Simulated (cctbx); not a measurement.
**Symmetry from intensities**

Cell: a = 4.6090 Å, b = 4.6090 Å, c = 21.3800 Å, α = 90.00°, β = 90.00°, γ = 90.00°. Expected content of the cell: Ce2 Te8 Rb2 Cu2.

The data are simulated with cctbx, not measured: Mo Kα, λ = 0.71073 Å, to d = 0.65 Å, 50 % of the full sphere, strongest reflection 20000 counts, noise from counting, a 1.5 % proportional error and a noise floor of 2 counts (s.d.); no absorption.

A first pass over the reflections prints:

```text
3423 reflections to d = 0.651 A
centring   violations  <I/sigma> of those
    A       1403 of  1712     14.6
    B       1451 of  1753     14.6
    C       1266 of  1741     11.8
    I       1384 of  1695     14.7
    R       1853 of  2283     14.2
    F       2060 of  2603     13.7
Laue class    unique    Rint  (classes that these axes allow; Friedel mates merged)
P -1             2544   0.023
P 1 2/m 1        1712   0.026
P 1 1 2/m        1636   0.027
P 2/m 1 1        1706   0.026
P m m m          1036   0.030
P 4/m             886   0.030
P 4/m m m         595   0.031
space group    extra absences  I>4sigma  <I/sigma>
P 4 2 2                 0          0         -  acentric
P 4 21 2                4          0      -0.6  acentric
P 4 m m                 0          0         -  acentric
P -4 2 m                0          0         -  acentric
P -4 21 m               4          0      -0.6  acentric
P -4 m 2                0          0         -  acentric
P 4/m m m               0          0         -  centric
P 4/n m m :1           36          0       0.0  centric
P 4/n m m :2           36          0       0.0  centric
Wilson B = 0.91 A^2   <|E^2-1|> = 0.746 (0.968 centric, 0.736 acentric)   E^2>4: 1.2 %
shell (A)         n   <I/sigma>
21.39 - 1.30     97     45.4
 1.30 - 1.03     80     37.5
 1.03 - 0.90     71     31.6
 0.90 - 0.82     73     29.4
 0.82 - 0.76     70     29.3
 0.76 - 0.72     73     24.0
 0.72 - 0.68     67     23.9
 0.68 - 0.65     64     21.5
```

Q: Read the symmetry from these tables.

Every centring test has many violations, so the lattice is primitive.

Rint stays low (0.023 to 0.031) up to P 4/m m m, the highest class in these axes.

9 settings pass the absence test. The most absences obeyed, 36, belong to P 4/n m m alone.

⟨|E²−1|⟩ = 0.746 leans to a non-centrosymmetric structure. Here that hint misleads: the statistic assumes many like atoms on general positions, and few, heavy or special-position atoms break it. The Wilson B of 0.91 Å² means U ≈ 0.0115 Å².

The true group is P4/nmm (no. 129, origin choice 1), Laue class 4/mmm, centrosymmetric. The tables fix it.

The model is made up (kin elements in a known structure type, no relaxation), so it says nothing on whether the phase exists.

[Logs are printed without paths, hosts, clocks, repeated set-up lines and the standing remarks that a program may print on its own settings, such as how far it seeks lower states.]
